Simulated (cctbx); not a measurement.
# Lattice, Laue class and space group of a new crystal

Cell: a = 6.9430 Å, b = 6.9430 Å, c = 5.7280 Å, α = 90.00°, β = 90.00°, γ = 120.00°. Expected content of the cell: Hf2 Eu2 Te6.

The data are simulated with cctbx, not measured: Cu Kα, λ = 1.54184 Å, to d = 0.83 Å, 70 % of the full sphere, strongest reflection 20000 counts, noise from counting, a 3 % proportional error and a noise floor of 2 counts (s.d.); no absorption.

Tests on the unmerged data give:

```text
1203 reflections to d = 0.831 A
centring   violations  <I/sigma> of those
    A        482 of   584     15.8
    B        488 of   591     15.6
    C        508 of   607     12.9
    I        493 of   590     15.8
    R        676 of   802     14.8
    F        739 of   891     14.8
Laue class    unique    Rint  (classes that these axes allow; Friedel mates merged)
P -1              788   0.022
P 1 1 2/m         465   0.024
P -3              289   0.026
P -3 1 m          171   0.027
P -3 m 1          184   0.027
P 6/m             164   0.027
P 6/m m m         115   0.028
space group    extra absences  I>4sigma  <I/sigma>
P 6 2 2                 0          0         -  acentric
P 63 2 2                5          0      -0.9  acentric
P 6 m m                 0          0         -  acentric
P 63 m c               84          0       0.1  acentric
P -6 m 2                0          0         -  acentric
P -6 2 m                0          0         -  acentric
P -6 2 c               84          0       0.1  acentric
P 6/m m m               0          0         -  centric
P 63/m m c             84          0       0.1  centric
Wilson B = 1.69 A^2   <|E^2-1|> = 0.884 (0.968 centric, 0.736 acentric)   E^2>4: 1.8 %
shell (A)         n   <I/sigma>
 6.01 - 1.65     22     42.4
 1.65 - 1.32     15     54.3
 1.32 - 1.15     13     53.3
 1.15 - 1.05     16     45.1
 1.05 - 0.97     12     38.8
 0.97 - 0.91     13     38.0
 0.91 - 0.87     11     44.9
 0.87 - 0.83     13     38.1
```

**Question.** What are the lattice type, the Laue class and the likely space group?

Every centring test has many violations, so the lattice is primitive.

Rint stays low (0.022 to 0.028) up to P 6/m m m, the highest class in these axes.

9 settings pass the absence test. The most absences obeyed, 84, belong to P 63 m c, P -6 2 c and P 63/m m c, which absences can't tell apart.

⟨|E²−1|⟩ = 0.884 leans to a centrosymmetric structure. The Wilson B of 1.69 Å² means U ≈ 0.0214 Å².

The true group is P6_3/mmc (no. 194), Laue class 6/mmm, centrosymmetric. The tables only narrow the choice to the tied entries; cell content, site symmetry and trial solutions must settle it.

The model is made up (kin elements in a known structure type, no relaxation), so it says nothing on whether the phase exists.

[Logs are printed without paths, hosts, clocks, repeated set-up lines and the standing remarks that a program may print on its own settings, such as how far it seeks lower states.]
